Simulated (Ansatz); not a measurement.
## KSnCl3 (model cell, started as cubic perovskite with Sn in the octahedra): a soft mode frozen in

Aim: this structure of KSnCl3 (model cell, started as cubic perovskite with Sn in the octahedra) is to be tested for unstable modes, and one is followed downhill.

Calculated with Ansatz 0.2.0; DFT PBEsol, scalar-relativistic, plane waves, PAW; PAW set soft_1.

Most raw output is cut from this account.

The structure was built from a prototype and need not be the compound's stable phase.

### Step 1. Set-up

It takes space group Pm-3m (No. 221, cubic). The conventional cell has a = 5.482 Å, b = 5.482 Å, c = 5.482 Å, α = 90.00°, β = 90.00°, γ = 90.00°. Nearest to K lie 12 Cl at 3.88 Å. Nearest to Sn lie 6 Cl at 2.74 Å. Cl has 2 Sn at 2.74 Å and 4 K at 3.88 Å nearest. Farther neighbours and most contacts between anions are not listed.

### Step 2. The dispersion

The cell comes from relaxations at this level that are not shown. Stability and thermal properties need the whole zone. Linear response on a 2×2×2 q mesh gives force constants as far as a supercell of that size would, and the tensors from the zone-centre run are typed in so that the long-range dipole term is interpolated apart.

Contents of input.yaml:

```yaml
crystal:
  lattice:
    - [5.4819651111, 0.0, 0.0]
    - [0.0, 5.4819651111, 0.0]
    - [0.0, 0.0, 5.4819651111]
  atoms:
    - { symbol: K, position: [0.0, 0.0, 0.0] }
    - { symbol: Sn, position: [0.5, 0.5, 0.5] }
    - { symbol: Cl, position: [0.5, 0.5, 0.0] }
    - { symbol: Cl, position: [0.5, 0.0, 0.5] }
    - { symbol: Cl, position: [0.0, 0.5, 0.5] }
kpoints:
  mp_grid: { grid: [12, 12, 12] }
hamiltonian:
  xc: pbesol
  pseudopotentials: { kind: paw, azcp: { folder: soft_1 }, xc_functional: pbe }
scf:
  occupations: { method: fixed }
output:
  eigenvalues: true
phonons:
  method: dfpt
  qmesh: [2, 2, 2]
  temperatures: { t_max: 1000, t_step: 50 }
  qpath:
    path:
      - [[0.0, 0.0, 0.0], [0.0, 0.5, 0.0], [0.5, 0.5, 0.0], [0.0, 0.0, 0.0], [0.5, 0.5, 0.5], [0.0, 0.5, 0.0]]
      - [[0.5, 0.5, 0.5], [0.5, 0.5, 0.0]]
    npoints: 10
  non_analytic_term:
    high_frequency_dielectric_tensor: [[6.0559, 0.0, 0.0], [0.0, 6.0559, 0.0], [0.0, 0.0, 6.0559]]
    born_effective_charges:
      - { species: K, tensor: [[1.282, 0.0, 0.0], [0.0, 1.282, 0.0], [0.0, 0.0, 1.282]] }
      - { species: Sn, tensor: [[4.596, 0.0, 0.0], [0.0, 4.596, 0.0], [0.0, 0.0, 4.596]] }
      - { species: Cl, tensor: [[-0.5016, 0.0, 0.0], [0.0, -0.5016, 0.0], [0.0, 0.0, -4.8748]] }
      - { species: Cl, tensor: [[-0.5016, 0.0, 0.0], [0.0, -4.8748, 0.0], [0.0, 0.0, -0.5016]] }
      - { species: Cl, tensor: [[-4.8748, 0.0, 0.0], [0.0, -0.5016, 0.0], [0.0, 0.0, -0.5016]] }
    source: "zone-centre run at this cell"
```

The run is started by

```bash
$ ansatz run input.yaml --threads 4 --pin off --max-ram 16384MiB --backend cpu --events-out ev --progress --plain --runs-dir out
```

Elapsed: 14 min, on 4 threads of Arm Neoverse V1, shared host; peak memory 3.4 GiB.

This step gave:

* gap on the k-mesh: 0.5036 eV
* volume per atom: 32.95 Å³
* sum-rule residual before enforcement: 4.83e-5 eV/Å²
* lowest frequency on the path: -61.26 cm⁻¹
* point group: m-3m
* highest frequency on the path or at a solved wavevector: 251.1 cm⁻¹
* highest optical mode at the zone centre (no LO-TO term): 93.38 cm⁻¹
* lowest optical zone-centre mode: -61.26 cm⁻¹
* lowest mode on the q mesh (acoustic modes at Γ apart): -61.26 cm⁻¹

Frequencies (cm⁻¹) solved at each irreducible wavevector; negative means imaginary. Frequencies by wavevector, by row:

```
q in reciprocal lattice units  star  mode 1  mode 2  mode 3  mode 4  mode 13  mode 14  mode 15
                        0 0 0     1   -61.3   -61.3   -61.3    -0.8     93.4     93.4     93.4
                     0 0 -0.5     3   -53.2   -53.2   -20.6   -20.6     95.6    145.7    241.3
                  0 -0.5 -0.5     3   -60.3   -54.6   -54.6   -41.3    142.2    217.7    246.4
               -0.5 -0.5 -0.5     1   -60.2   -60.2   -60.2   -54.4    217.6    217.6    251.1
```

Interpolated from a 2×2×2 q mesh, with the LO-TO term (at Γ the limit along the path; where Γ stands inside the path, tables give the limit on arrival). Phonon branches along the path, in cm⁻¹:

```
    point  branch 1  branch 2  branch 3  branch 4  branch 12  branch 13  branch 14  branch 15
        Γ       -61       -61       -59        -1         68         93         93        229
  halfway       -58       -58       -29       -13         94         94        111        235
        X       -53       -53       -21       -21         96         96        146        241
  halfway       -55       -48       -43       -36        111        144        171        241
        M       -60       -55       -55       -41        142        142        218        246
  halfway       -54       -54       -35       -32        109        110        155        228
        Γ       -61       -61       -59        -1         68         93         93        229
  halfway       -54       -54       -42       -33        109        159        159        223
        R       -60       -60       -60       -54        134        218        218        251
  halfway       -54       -52       -49       -42        141        162        179        240
        X       -53       -53       -21       -21         96         96        146        241
jump to R       -60       -60       -60       -54        134        218        218        251
  halfway       -60       -55       -55       -48        138        169        218        246
        M       -60       -55       -55       -41        142        142        218        246
```

Symmetry leaves 4 wavevectors to solve. The lowest mode among them, the acoustic zeros apart, lies at Γ and is imaginary, 61.3i cm⁻¹, so the energy falls along it.

### Step 3. The mode frozen in, largest atomic shift 0 Å

The mode followed lies at Γ with frequency 61.3i cm⁻¹ and is 3-fold degenerate, the softest among the wavevectors solved. At small amplitude the distorted cell has space group no. 160 by a symmetry search on the positions. The undistorted cell that holds it gives the zero of energy on the same k mesh.

input.yaml, the sections that differ from step 2:

```yaml
scf:
  occupations: { method: gaussian, width: 0.02 }
output:
  forces: true
  stress: true
  eigenvalues: true
# crystal, kpoints, hamiltonian: as in step 2
# phonons: removed
```

It took 7.2 s on 4 threads; peak memory 0.61 GiB; 28 s of CPU time.

This step gave:

| Quantity | Value |
| --- | --- |
| pressure | 1.14e-4 GPa |
| energy from the undistorted cell | 0 meV/atom |

At this level the gap is 0.50 eV on the k-mesh of the self-consistent run, which can miss the band edges.

### Step 4. The mode frozen in, largest atomic shift 0.6 Å

The atoms are moved along the unstable eigenvector, the largest shift by 0.6 Å, with the cell fixed.

input.yaml, the sections that differ from step 3:

```yaml
crystal:
  lattice:
    - [5.4819651111, 0.0, 0.0]
    - [0.0, 5.4819651111, 0.0]
    - [0.0, 0.0, 5.4819651111]
  atoms:
    - { symbol: K, position: [0.0631908731, -0.0631908731, -0.0631908731] }
    - { symbol: Sn, position: [0.4964709845, 0.5035290155, 0.5035290155] }
    - { symbol: Cl, position: [0.4689763709, 0.5310236291, -0.0041706351] }
    - { symbol: Cl, position: [0.4689763709, -0.0041706351, 0.5310236291] }
    - { symbol: Cl, position: [0.0041706351, 0.5310236291, 0.5310236291] }
# kpoints, hamiltonian, scf, output: as in step 3
```

Run time: 27 s. Hardware: 4 threads; peak memory 0.86 GiB.

This step gave:

```
pressure                         : 0.5278 GPa
gap on the k-mesh                : 1.228 eV
energy from the undistorted cell : -12.71 meV/atom
```

The energy, extrapolated to zero smearing, is -12.71 meV/atom against the undistorted cell.

The run ends at a pressure of 0.53 GPa, with forces up to 0.063 eV/Å.

### Step 5. Energy along the mode, all amplitudes (two of the runs are shown above)

An imaginary frequency means negative curvature, so the energy should fall and then rise again as anharmonic terms take over.

Numbers from this step:

| Item | Value |
| --- | --- |
| depth at the lowest point sampled | 12.71 meV/atom |
| largest atomic shift at that point | 0.6 Å |

Energy from the parent against largest atomic shift:

```
largest atomic shift (Å)  energy from the parent (meV/atom)
                   0.000                                  0
                   0.040                             -0.125
                   0.080                             -0.496
                   0.140                              -1.49
                   0.220                              -3.54
                   0.320                              -6.88
                   0.450                              -11.3
                   0.600                              -12.7
```

Displacement at unit largest shift by atom:

```
atom   x (Å)   y (Å)   z (Å)   size
  K1   0.577  -0.577  -0.577  0.999
 Sn2  -0.032   0.032   0.032  0.055
 Cl3  -0.283   0.283  -0.038  0.402
 Cl4  -0.283  -0.038   0.283  0.402
 Cl5   0.038   0.283   0.283  0.402
```

The lowest of the steps tried is the last one, at 0.6 Å, 12.7 meV/atom below the parent; the bottom of the well need not coincide with a step.

### Step 6. Relaxing from the distorted cell

Starting from the lowest point found, all atoms and the cell are let go, so that strain and other modes of the same symmetry can join in.

Changes to input.yaml since step 4:

```diff
@@ -17,3 +17,3 @@
 scf:
-  occupations: { method: gaussian, width: 0.02 }
+  occupations: { method: fixed }
 output:
@@ -22 +22,6 @@
   eigenvalues: true
+relax:
+  adjacent_minimum: "off"
+  f_tol: 0.002
+  max_steps: 120
+  cell: { stress_tol: 0.03 }
```

Run time: 4.4 min. Hardware: 4 threads; peak memory 0.95 GiB; 17 min of CPU time.

Relaxation path:

```
step  energy less that of the first step (eV)  largest force component (eV/Å)  pressure (GPa)  volume (Å³)
   1                                   0.0000                          0.0391            0.53       164.74
   2                                  -0.0095                          0.0117            0.12       167.74
   3                                  -0.0109                          0.0068           -0.03       168.79
   4                                  -0.0134                          0.0206            0.03       168.06
   5                                  -0.0141                          0.0118            0.02       167.89
   6                                  -0.0144                          0.0074            0.02       167.87
   7                                  -0.0146                          0.0015            0.00       168.09
   8                                  -0.0146                          0.0022            0.01       168.10
   9                                  -0.0146                          0.0009            0.00       168.15
 10*                                  -0.0147                          0.0009            0.00       168.15
```

Relaxation steps marked * repeat the geometry before them on a plane-wave basis chosen anew for their cell, so energy and pressure can jump there.

The run keeps the 6 symmetry operations that it works with, so distortions that break them were not tested.

```
conventional cell, symmetrised  before  after  change
                         a (Å)   7.753  7.658  -1.2 %
                         b (Å)   7.753  7.658  -1.2 %
                         c (Å)   9.495  9.932  +4.6 %
              volume (Å³/atom)   32.95  33.63  +2.1 %
```

The atoms that moved most (Å, as changes of fractional coordinates times the final cell):

```
atom      dx      dy      dz  length
  K1   0.061  -0.061  -0.061   0.106
 Cl3   0.024  -0.024   0.085   0.091
 Cl4   0.024   0.085  -0.024   0.091
 Cl5  -0.085  -0.024  -0.024   0.091
 Sn2  -0.025   0.025   0.025   0.043
```

The relaxed structure:

```cif
data_structure
_symmetry_space_group_name_H-M 'P 1'
_symmetry_Int_Tables_number 1
_cell_length_a 5.5235
_cell_length_b 5.5235
_cell_length_c 5.5235
_cell_angle_alpha 87.773
_cell_angle_beta 92.227
_cell_angle_gamma 92.227
_cell_volume 168.15
loop_
_atom_site_label
_atom_site_type_symbol
_atom_site_fract_x
_atom_site_fract_y
_atom_site_fract_z
_atom_site_occupancy
K1 K 0.07385 0.92615 0.92615 1
Sn2 Sn 0.49211 0.50789 0.50789 1
Cl3 Cl 0.47357 0.52643 0.01131 1
Cl4 Cl 0.47357 0.01131 0.52643 1
Cl5 Cl 0.98869 0.52643 0.52643 1
```

Numbers from this step:

* pressure: 0.003208 GPa
* gap on the k-mesh: 0.8299 eV
* volume per atom: 33.63 Å³

The distorted start has space group R3m; the relaxation ends in R3m.

### Step 7. The new phase in its own primitive cell

The relaxed structure is symmetrised, reduced to its primitive cell and relaxed tightly, as its phonons need.

input.yaml, the sections that differ from step 6:

```yaml
crystal:
  lattice:
    - [3.8290926968, 2.2107276993, 3.3106382413]
    - [-3.8290926968, 2.2107276993, 3.3106382413]
    - [0.0, -4.4214553985, 3.3106382413]
  atoms:
    - { symbol: K, position: [0.0738504354, 0.0738504354, 0.0738504354] }
    - { symbol: Sn, position: [0.4921073892, 0.4921073892, 0.4921073892] }
    - { symbol: Cl, position: [0.4735708666, 0.9886856767, 0.4735708666] }
    - { symbol: Cl, position: [0.9886856767, 0.4735708666, 0.4735708666] }
    - { symbol: Cl, position: [0.4735708666, 0.4735708666, 0.9886856767] }
kpoints:
  mp_grid: { grid: [9, 9, 9] }
relax:
  adjacent_minimum: "off"
  f_tol: 0.001
  max_steps: 60
  cell: { stress_tol: 0.01 }
# hamiltonian, scf, output: as in step 6
```

Wall time 51 s (4 threads); peak memory 0.66 GiB; 3.4 min of CPU time.

Little changed from the start: no atom moved by 0.005 Å and no cell edge by 0.1 %.

This step gave:

```
pressure           : -4.57e-4 GPa
gap on the k-mesh  : 1.254 eV
direct gap on mesh : 1.254 eV
```

The largest force component left is 0.66 meV/Å and the pressure is 0.000 GPa, within the tolerances set. The cell now holds 33.63 Å³/atom.

(Continued in part 2 of 2.)

[Logs are printed without paths, hosts, clocks, repeated set-up lines and the standing remarks that a program may print on its own settings, such as how far it seeks lower states.]

[Hosts, paths, dates, database ids (printed as entryN), source tags and the programs' standing remarks are cut or masked in the printed files.]
